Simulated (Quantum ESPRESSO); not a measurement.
# Sn K-edge XANES of SnO2 (Cassiterite, P4_2/mnm), part 3 of 3

Aim: the near-edge shape at the Sn K edge of SnO2 (Cassiterite, P4_2/mnm), and what the core hole does to it.

Quantum ESPRESSO 7.5; X-ray absorption near-edge structure, plane-wave PAW PBE, one-electron final states by a Lanczos continued fraction.

So far. Step 3 (Spectrum without a core hole, Sn atom 1): Main maxima below 30 eV (height): 11.0 eV (1.39). A K edge sees empty p states on the absorber. Step 7 (Spectrum with FCH, Sn atom 1): Main maxima below 30 eV (height): 8.8 eV (1.40). 

### 9. Cell with FCH, Sn atom 1

Level of this step: plane-wave PAW DFT, PBE, scalar-relativistic, self-consistent field (Quantum ESPRESSO).

A smaller cell brings the holes closer; here they are 3.2 Å apart.

Changed against the first core-hole run: supercell atoms from 12 to 6.

File scf.in:

```
&control
   calculation='scf', prefix='x', pseudo_dir='../pp', outdir='tmp', tprnfor=.true.
/
&system
   ibrav=0, nat=6, ntyp=3, nbnd=30
   ecutwfc=48, ecutrho=360
   occupations='fixed'
   tot_charge=1
/
&electrons
   conv_thr=6.0e-08, electron_maxstep=120
   mixing_beta=0.5
/
ATOMIC_SPECIES
Sn0 1.0 Sn.pbe-dn-kjpaw-1sch.UPF
Sn 1.0 Sn.pbe-dn-kjpaw.UPF
O 1.0 O.pbe-n-kjpaw.UPF
CELL_PARAMETERS angstrom
  0.00000000 0.00000000 3.18650000
  4.73800000 0.00000000 0.00000000
  0.00000000 4.73800000 0.00000000
ATOMIC_POSITIONS crystal
Sn0  0.50000000 0.50000000 0.50000000
Sn   0.00000000 0.00000000 0.00000000
O    0.50000000 0.80710000 0.19290000
O    0.00000000 0.69290000 0.69290000
O    0.50000000 0.19290000 0.80710000
O    0.00000000 0.30710000 0.30710000
K_POINTS automatic
6 4 4 0 0 0
```

The run is started by

```bash
$ OMP_NUM_THREADS=1 mpirun --oversubscribe --bind-to none -np 4 pw.x -nk 4 -in scf.in > scf.out
```

The program printed:

```text
     [... banner and references ...]
[banner, memory and clock lines left out]
using ibrav=0 with symmetry is DISCOURAGED, use correct ibrav instead

     G-vector sticks info

     bravais-lattice index     =            0
     lattice parameter (alat)  =       6.0216  a.u.
     unit-cell volume          =     482.7259 (a.u.)^3
     number of atoms/cell      =            6
     number of atomic types    =            3
     number of electrons       =        52.00
[...]
atom    1 type  1   force =     0.00000000    0.00000000    0.00000000
     atom    2 type  2   force =     0.00000000    0.00000000    0.00000000
     atom    3 type  3   force =    -0.03608769    0.03608769    0.00000000
     atom    4 type  3   force =    -0.02882983   -0.02882983    0.00000000
     atom    5 type  3   force =     0.03608769   -0.03608769    0.00000000
     atom    6 type  3   force =     0.02882983    0.02882983    0.00000000

     Total force =     0.092379     Total SCF correction =     0.000072

     XML data file, charge density, pseudopotentials, collected wavefunctions
[key lines of the parts left out:]
!    total energy              =   -1041.84366071 Ry
convergence has been achieved in  12 iterations
```

The job ended after 15 s (4 MPI ranks of Intel Xeon 6975P-C (Granite Rapids), shared host; peak memory 0.13 GiB).

### 10. Spectrum with FCH, Sn atom 1

Changed against the first core-hole run: supercell atoms from 12 to 6.

File xspectra.in:

```
&input_xspectra
   calculation='xanes_dipole', edge='K'
   prefix='x', outdir='tmp', xiabs=1, xe0=9.8738
   xonly_plot=.false., x_save_file='xanes.sav'
   xniter=3000, xcheck_conv=20, xerror=0.005
   xcoordcrys=.false., xepsilon(1)=1, xepsilon(2)=0, xepsilon(3)=0
/
&plot
   xnepoint=501, xemin=-10, xemax=70, terminator=.true., cut_occ_states=.true.
   xgamma=0.4
/
&pseudos
   filecore='../Sn.wfc'
/
&cut_occ
   cut_desmooth=0.1, cut_stepl=0.05, cut_stepu=0.05, cut_ierror=1e-5
/
6 4 4 0 0 0
```

The run is started by

```bash
$ OMP_NUM_THREADS=1 mpirun --oversubscribe --bind-to none -np 4 xspectra.x -nk 4 -in xspectra.in > xspectra.out
```

The program printed:

```text
     [... banner and references ...]
Reading input_file

     calculation: xanes_dipole

     xepsilon  [cartesian coordinates]:   1.000000   0.000000   0.000000

     xonly_plot: FALSE
        => complete calculation: Lanczos + spectrum plot

     filecore (core-wavefunction file): ../Sn.wfc

     main plot parameters:
        cut_occ_states: TRUE
        gamma_mode:  constant
        -> using xgamma [eV]:  0.40
        xemin [eV]: -10.00
        xemax [eV]:  70.00
        xnepoint:  501
        xe0 [eV]:   9.873800 (energy zero read in input file)

[...]
x_save_file name:
     ->  xanes.sav
     x_save_file version:  2

     ... End STEP 1 ...

     ... Begin STEP 2 ...

     The spectrum is calculated using the following parameters:
        xe0 [eV]:    9.8738
        the occupied states are elimintate from the spectrum
        xemin [eV]: -10.00
        xemax [eV]:  70.00
        xnepoint:  501
        constant broadening parameter [eV]:    0.400
        Core level energy [eV]: -0.2920E+05
         (from electron binding energy of neutral atoms in X-ray data booklet)

     Cross-section successfully written in xanes.dat

     ... End STEP 2 ...

                                END JOB XSpectra
```

Run time: 29 s. Hardware: 4 MPI ranks; peak memory 0.11 GiB.

These settings depart from the first run's and aren't meant as converged.

Against the first run the r.m.s. difference is 5 %. The highest intensity below 24 eV goes from 8.8 eV (1.40) to 9.4 eV (1.44).

```
E (eV)  first run  this run
  -2.0       0.28      0.26
  -0.5       0.36      0.33
   1.0       0.48      0.44
   2.5       0.64      0.58
   4.0       0.86      0.78
   5.5       1.11      1.02
   7.0       1.31      1.25
   8.5       1.40      1.41
  10.0       1.36      1.42
  11.5       1.24      1.31
  13.0       1.10      1.17
  14.5       0.99      1.04
  16.0       0.92      0.96
  17.5       0.88      0.91
  19.0       0.84      0.87
  20.5       0.81      0.83
  22.0       0.79      0.81
  23.5       0.78      0.79
  25.0       0.78      0.79
  26.5       0.78      0.79
  28.0       0.77      0.78
  29.5       0.74      0.75
  31.0       0.70      0.72
```

### 11. Reference energy of the supercell

The cell, mesh and cutoff change for the next run, so it gets a reference energy of its own.

File scf.in:

```
&control
   calculation='scf', prefix='x', pseudo_dir='../pp', outdir='tmp', tprnfor=.true.
/
&system
   ibrav=0, nat=12, ntyp=2, nbnd=56
   ecutwfc=25, ecutrho=120
   occupations='fixed'
/
&electrons
   conv_thr=1.2e-07, electron_maxstep=120
   mixing_beta=0.5
/
ATOMIC_SPECIES
Sn 1.0 Sn.pbe-dn-kjpaw.UPF
O 1.0 O.pbe-n-kjpaw.UPF
CELL_PARAMETERS angstrom
  4.73800000 0.00000000 3.18650000
  0.00000000 4.73800000 3.18650000
  0.00000000 -4.73800000 3.18650000
ATOMIC_POSITIONS crystal
Sn   0.50000000 0.25000000 0.75000000
Sn   0.50000000 0.75000000 0.25000000
Sn   0.00000000 0.00000000 0.00000000
Sn   0.00000000 0.50000000 0.50000000
O    0.80710000 0.94290000 0.75000000
O    0.80710000 0.44290000 0.25000000
O    0.69290000 0.00000000 0.30710000
O    0.69290000 0.50000000 0.80710000
O    0.19290000 0.55710000 0.75000000
O    0.19290000 0.05710000 0.25000000
O    0.30710000 0.00000000 0.69290000
O    0.30710000 0.50000000 0.19290000
K_POINTS automatic
4 4 4 0 0 0
```

The run is started by

```bash
$ OMP_NUM_THREADS=1 mpirun --oversubscribe --bind-to none -np 4 pw.x -nk 4 -in scf.in > scf.out
```

The program printed:

```text
     [... banner and references ...]
[banner, memory and clock lines left out]
Found identity + (  0.0000  0.5000  0.5000) symmetry
     This is a supercell, fractional translations are disabled
     using ibrav=0 with symmetry is DISCOURAGED, use correct ibrav instead

     G-vector sticks info

     bravais-lattice index     =            0
     lattice parameter (alat)  =      10.7901  a.u.
     unit-cell volume          =     965.4519 (a.u.)^3
     number of atoms/cell      =           12
[...]
Forces acting on atoms (cartesian axes, Ry/au):

     atom    1 type  1   force =    -0.00000000   -0.00000000   -0.00001751
     atom    2 type  1   force =    -0.00000000   -0.00000000    0.00001751
     atom    3 type  1   force =    -0.00000000   -0.00000000    0.00000000
[...]
atom   11 type  2   force =     0.01170274    0.01170274   -0.00000000
     atom   12 type  2   force =     0.01170300    0.01170300   -0.00000000

     Total force =     0.046813     Total SCF correction =     0.000162

     XML data file, charge density, pseudopotentials, collected wavefunctions
[key lines of the parts left out:]
!    total energy              =   -2086.94987964 Ry
convergence has been achieved in  10 iterations
```

Elapsed: 12 s, on 4 MPI ranks; peak memory 0.1 GiB.

The run finished; it serves as a test, and its numbers are not taken as the result.

### 12. Supercell with FCH, Sn atom 1

This attempt departs from the first core-hole run: cutoff (Ry) to 25 and density cutoff (Ry) to 120.

Changes to scf.in since step 11:

```diff
@@ -4,5 +4,6 @@
 &system
-   ibrav=0, nat=12, ntyp=2, nbnd=56
+   ibrav=0, nat=12, ntyp=3, nbnd=56
    ecutwfc=25, ecutrho=120
    occupations='fixed'
+   tot_charge=1
 /
@@ -13,2 +14,3 @@
 ATOMIC_SPECIES
+Sn0 1.0 Sn.pbe-dn-kjpaw-1sch.UPF
 Sn 1.0 Sn.pbe-dn-kjpaw.UPF
@@ -20,3 +22,3 @@
 ATOMIC_POSITIONS crystal
-Sn   0.50000000 0.25000000 0.75000000
+Sn0  0.50000000 0.25000000 0.75000000
 Sn   0.50000000 0.75000000 0.25000000
```

The program printed:

```text
     [... banner and references ...]
[banner, memory and clock lines left out]
using ibrav=0 with symmetry is DISCOURAGED, use correct ibrav instead

     G-vector sticks info

     bravais-lattice index     =            0
     lattice parameter (alat)  =      10.7901  a.u.
     unit-cell volume          =     965.4519 (a.u.)^3
     number of atoms/cell      =           12
     number of atomic types    =            3
     number of electrons       =       104.00
[...]
Forces acting on atoms (cartesian axes, Ry/au):

     atom    1 type  1   force =    -0.00000000    0.00000000   -0.00000000
     atom    2 type  2   force =     0.00000000    0.00000000   -0.00000000
     atom    3 type  2   force =    -0.00000000   -0.00000000    0.04135613
[...]
atom   11 type  3   force =     0.03164902    0.03164902    0.03931695
     atom   12 type  3   force =     0.03164902    0.03164902   -0.03931695

     Total force =     0.135417     Total SCF correction =     0.000212

     XML data file, charge density, pseudopotentials, collected wavefunctions
[key lines of the parts left out:]
!    total energy              =   -2077.45641587 Ry
convergence has been achieved in  11 iterations
```

Wall time 13 s (4 MPI ranks); peak memory 0.1 GiB; 51 s of CPU time.

The run finished. A setting was moved off its sound value on purpose, so it serves as a test and not as the result.

The fault put into the input: the cutoffs are far too low for these potentials.

### 13. Spectrum with FCH, Sn atom 1

Another set-up is tried: cutoff (Ry) to 25 and density cutoff (Ry) to 120.

Changes to xspectra.in since step 10:

```diff
@@ -2,3 +2,3 @@
    calculation='xanes_dipole', edge='K'
-   prefix='x', outdir='tmp', xiabs=1, xe0=9.8738
+   prefix='x', outdir='tmp', xiabs=1, xe0=9.9434
    xonly_plot=.false., x_save_file='xanes.sav'
@@ -17,2 +17,2 @@
 /
-6 4 4 0 0 0
+3 3 3 0 0 0
```

The run is started by

```bash
$ OMP_NUM_THREADS=1 mpirun --oversubscribe --bind-to none -np 4 xspectra.x -nk 4 -in xspectra.in > xspectra.out
```

The program printed:

```text
     [... banner and references ...]
Reading input_file

     calculation: xanes_dipole

     xepsilon  [cartesian coordinates]:   1.000000   0.000000   0.000000

     xonly_plot: FALSE
        => complete calculation: Lanczos + spectrum plot

     filecore (core-wavefunction file): ../Sn.wfc

     main plot parameters:
        cut_occ_states: TRUE
        gamma_mode:  constant
        -> using xgamma [eV]:  0.40
        xemin [eV]: -10.00
        xemax [eV]:  70.00
        xnepoint:  501
        xe0 [eV]:   9.943400 (energy zero read in input file)

[...]
x_save_file name:
     ->  xanes.sav
     x_save_file version:  2

     ... End STEP 1 ...

     ... Begin STEP 2 ...

     The spectrum is calculated using the following parameters:
        xe0 [eV]:    9.9434
        the occupied states are elimintate from the spectrum
        xemin [eV]: -10.00
        xemax [eV]:  70.00
        xnepoint:  501
        constant broadening parameter [eV]:    0.400
        Core level energy [eV]: -0.2920E+05
         (from electron binding energy of neutral atoms in X-ray data booklet)

     Cross-section successfully written in xanes.dat

     ... End STEP 2 ...

                                END JOB XSpectra
```

The job ended after 13 s (4 MPI ranks; peak memory 0.09 GiB).

The run finished. A setting was moved off its sound value on purpose, so it serves as a test and not as the result.

The fault put into the input: the cutoffs are far too low for these potentials.

This run also has another mesh (3×3×3 against 4×4×4), so the 5 % r.m.s. difference can't be laid on the changed setting alone. The highest intensity below 24 eV goes from 8.8 eV (1.40) to 9.6 eV (1.39).

```
E (eV)  first run  this run
  -2.0       0.28      0.27
  -0.5       0.36      0.34
   1.0       0.48      0.45
   2.5       0.64      0.60
   4.0       0.86      0.79
   5.5       1.11      1.03
   7.0       1.31      1.23
   8.5       1.40      1.36
  10.0       1.36      1.38
  11.5       1.24      1.31
  13.0       1.10      1.18
  14.5       0.99      1.05
  16.0       0.92      0.96
  17.5       0.88      0.91
  19.0       0.84      0.87
  20.5       0.81      0.83
  22.0       0.79      0.80
  23.5       0.78      0.80
  25.0       0.78      0.80
  26.5       0.78      0.80
  28.0       0.77      0.79
  29.5       0.74      0.76
  31.0       0.70      0.73
```

### 14. With and without the hole

Both curves are counted from their own zero, so only the shift of weight within the empty states shows.

```
E (eV)  no hole   FCH
  -2.0     0.23  0.28
  -1.0     0.27  0.33
   0.0     0.32  0.40
   1.0     0.37  0.48
   2.0     0.45  0.58
   3.0     0.54  0.71
   4.0     0.64  0.86
   5.0     0.77  1.03
   6.0     0.91  1.18
   7.0     1.05  1.31
   8.0     1.18  1.38
   9.0     1.30  1.40
  10.0     1.37  1.36
  11.0     1.39  1.28
  12.0     1.36  1.19
  13.0     1.31  1.10
  14.0     1.24  1.02
  15.0     1.18  0.96
  16.0     1.13  0.92
  17.0     1.09  0.89
  18.0     1.05  0.86
  19.0     1.01  0.84
  20.0     0.98  0.82
  21.0     0.95  0.80
  22.0     0.93  0.79
  23.0     0.92  0.78
  24.0     0.92  0.78
  25.0     0.92  0.78
  26.0     0.92  0.78
  27.0     0.91  0.78
  28.0     0.90  0.77
  29.0     0.87  0.75
  30.0     0.85  0.72
  31.0     0.82  0.70
  32.0     0.79  0.68
```

With each curve scaled to its own mean, the area from −2 to 6 eV with the hole is 5.1 against 3.9, and the centre of weight from −1 to 20 eV moves by -0.9 eV: the hole pulls the absorber's empty states down.

### 15. Runs not followed above

These runs aren't followed: redraws of a spectrum that repeat one shown, runs with a planted fault or a state judged unsound, or a program's part that gave no sound spectrum.

| program | step | status | elapsed |
| --- | --- | --- | --- |
| Quantum ESPRESSO | no core hole, redrawn | converged | 3.3 s |
| Quantum ESPRESSO | spectrum with FCH, redrawn | converged | 2.8 s |

### 16. Results

```json
{
 "absorber and edge": "Sn K, atom 1 of the ground-state input (counted from 1)",
 "surroundings": "6 O at 2.05 Å (distorted octahedral, site symmetry mmm)",
 "highest intensity below 24 eV": "8.8 eV above the zero, height 1.40"
}
```

What this shows: The Sn K edge of atom 1, with 6 O at 2.05 Å (distorted octahedral, site symmetry mmm), has its highest intensity of the first 24 eV at 8.8 eV above the zero, 1.4 times the mean level of the first 20 eV (Lorentzian half width 4.25 eV (not a setting of the program: the run's 0.4 eV curve was folded afterwards with a further Lorentzian)). With each curve scaled to its own mean, the area from −2 to 6 eV with the hole is 5.1 against 3.9, and the centre of weight from −1 to 20 eV moves by -0.9 eV: the hole pulls the absorber's empty states down. A cell with holes 3.2 Å apart changes the curve by 5 % r.m.s. (2 % after the best shift). The holes are only 5.7 Å apart, so the shape is probably not converged with cell size; no larger cell was run here. The structure is a published determination, not relaxed.

[Banner, clock and machine lines of the logs are left out without a mark of their own.]

[Logs are printed without paths, hosts, clocks, repeated set-up lines and the standing remarks that a program may print on its own settings, such as how far it seeks lower states.]

[Hosts, paths, dates, database ids (printed as entryN), source tags and the programs' standing remarks are cut or masked in the printed files.]

[Lists of maxima count a maximum above −3 eV only where it reaches 4 % of the highest in the window and stands out from its surroundings by 2 % of it (1.5 % where it reaches 55 %); shoulders and weaker maxima are passed over, and of the rest the first, up to two pre-edge ones and the few strongest are named.]
